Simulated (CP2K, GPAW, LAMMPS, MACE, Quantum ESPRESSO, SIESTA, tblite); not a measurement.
## Glassy 72SiO2-20Al2O3-4ZnO-4BaO (mol %) (83 atoms): runs against a plane-wave reference

Density of this cell: 2.93 g/cm³. The cell holds 83 atoms: 18 Si, 10 Al, 1 Zn, 1 Ba and 53 O. Cell: a = 10.112 Å, b = 10.112 Å, c = 10.112 Å, α = 90.0°, β = 90.0°, γ = 90.0°. 83 atoms (18 Si, 10 Al, 1 Zn, 1 Ba, 53 O) placed at random at 2.62 g/cm³, melted at 4000 K for 10 ps at fixed volume with the Morse and Coulomb pair potential with partial charges (Pedone, Malavasi, Menziani, Cormack and Segre, J. Phys. Chem. B 110, 11780 (2006)). Quenched from 4000 K to 300 K at 20 K/ps and fixed volume, held 10 ps at zero pressure, then minimised at fixed cell.

Geometry: as built.

The reference, a calculation:

```
method                                           : Kohn-Sham DFT, PBE, SSSP efficiency 1.3.0 pseudopotentials, plane waves (Quantum ESPRESSO 7.5); sssp-pbe-1.3.0-efficiency, cutoffs 60/480 Ry, Γ point
r.m.s. force component                           : 0.7124 eV/Å
longest force                                    : 2.438 eV/Å
pressure                                         : 9.009 GPa
gap (highest filled to lowest empty level) : 3.117 eV
time                                             : 3.6 min on 4 MPI ranks of Arm Neoverse V1, shared host
CPU time                                         : 14 min
```

**Question.** The same geometry is run in other programs. How far does each lie from the reference, and what does it cost?
- CP2K PBE, DZVP-MOLOPT-SR, 800/50 Ry, diagonalisation (CP2K 2026.2; 4 MPI ranks)
- QE PBE, gbrv-1.5, 40/200 Ry (Quantum ESPRESSO 7.5; 2 MPI ranks)
- GPAW PBE, LCAO dzp, h 0.18 Å (GPAW 26.7.0; 1 thread)
- MACE MP-0b2 small potential (MACE MP-0b2 small; 1 thread)
- SIESTA PBE, SZP, shift 0.01 Ry, mesh 500 Ry (SIESTA 5.4.2; 2 MPI ranks)
- GPAW RPBE, LCAO dzp, h 0.18 Å (GPAW 26.7.0; 1 thread)
- CP2K PBE, DZVP-MOLOPT-SR, 800/50 Ry, TC2 filter 1e-05, SCF 1e-06 (CP2K 2026.2; 4 MPI ranks)
- CP2K PBE, DZVP-MOLOPT-SR, 800/50 Ry, TC2 filter 1e-06, SCF 1e-06 (CP2K 2026.2; 4 MPI ranks)
- CP2K PBE, DZVP-MOLOPT-SR, 280/50 Ry, OT DIIS (CP2K 2026.2; 2 threads)
- SIESTA PBE, DZP, shift 0.02 Ry, mesh 500 Ry (SIESTA 5.4.2; 2 MPI ranks)

Differences are against the plane-wave reference, forces as r.m.s. over components; share is that over the reference's r.m.s. force, slope the least-squares factor from reference forces to these. Total energies of different programs have different zeros and aren't compared.

```tsv
run	Δ force, r.m.s. (meV/Å)	share (%)	slope	Δ pressure (GPa)	Δ gap (eV)	cores	CPU time	memory (GiB)
reference	-	-	-	-	-	4	14 min	3.2
CP2K PBE, DZVP-MOLOPT-SR, 800/50 Ry, diagonalisation	96.2	13.5	0.997	-0.526	-0.0938	4	4.8 min	6.3
QE PBE, gbrv-1.5, 40/200 Ry	23.9	3.36	0.987	0.071	0.0134	2	4.4 min	1.5
GPAW PBE, LCAO dzp, h 0.18 Å	298	41.8	1.318	-	-0.121	1	3.2 min	1.6
MACE MP-0b2 small potential	72.6	10.2	0.963	-0.303	-	1	7.9 s	0.66
SIESTA PBE, SZP, shift 0.01 Ry, mesh 500 Ry (coarse)	364	51.2	1.388	8.12	0.700	2	5.6 min	2.1
GPAW RPBE, LCAO dzp, h 0.18 Å	341	47.9	1.363	-	-0.0142	1	3.2 min	1.6
CP2K PBE, DZVP-MOLOPT-SR, 800/50 Ry, TC2 filter 1e-05, SCF 1e-06	112	15.8	0.992	-0.538	-	4	3 min	3.6
CP2K PBE, DZVP-MOLOPT-SR, 800/50 Ry, TC2 filter 1e-06, SCF 1e-06	112	15.8	0.992	-0.538	-	4	2.8 min	3.6
CP2K PBE, DZVP-MOLOPT-SR, 280/50 Ry, OT DIIS (coarse)	203	28.5	1.000	-0.347	-0.104	2	6.4 min	0.84
SIESTA PBE, DZP, shift 0.02 Ry, mesh 500 Ry	165	23.2	1.129	0.982	0.287	2	5.7 min	2.0
```

Rows marked coarse were listed beforehand as settings not expected to be converged; some can still land near the reference.

Times of the machine-learned potentials are mostly Python's start and the loading of weights.

CPU time is summed over cores on a shared host, where runs went side by side, so it is rough. Symmetry, cutoffs, thresholds, outputs and thread counts weren't matched or tuned between programs; memory under MPI is the largest rank's times the ranks.

PBE on plane waves or a grid with other potentials, cutoffs or grids, coarse settings apart, differs from the reference by 3.4 % (QE PBE, gbrv-1.5, 40/200 Ry) of the r.m.s. force; this holds the reference's own error, so differences of a few per cent don't tell which side is nearer the exact PBE result. The PBE runs in local orbitals, coarse settings apart, differ by 13 % (CP2K PBE, DZVP-MOLOPT-SR, 800/50 Ry, diagonalisation) to 42 % (GPAW PBE, LCAO dzp, h 0.18 Å); basis, grid and potentials can all enter. Machine-learned potentials differ by 10 % (MACE MP-0b2 small potential); they were trained on other programs' data. Rows with another functional or a dispersion term differ by 48 % (GPAW RPBE, LCAO dzp, h 0.18 Å), which mixes the change of model with differences of basis and potentials. Machine-learned potentials mimic data converged in k, so the reference's own k-point error enters their differences. The network of bonds at the start is that of the classical potential that made the cell, and needn't be the one that DFT or experiment would give. The electronic-structure runs sample only Γ, in a cell whose shortest periodic width is 10 Å.

[Logs are printed without paths, hosts, clocks, repeated set-up lines and the standing remarks that a program may print on its own settings, such as how far it seeks lower states.]

[Hosts, paths, dates, database ids (printed as entryN), source tags and the programs' standing remarks are cut or masked in the printed files.]
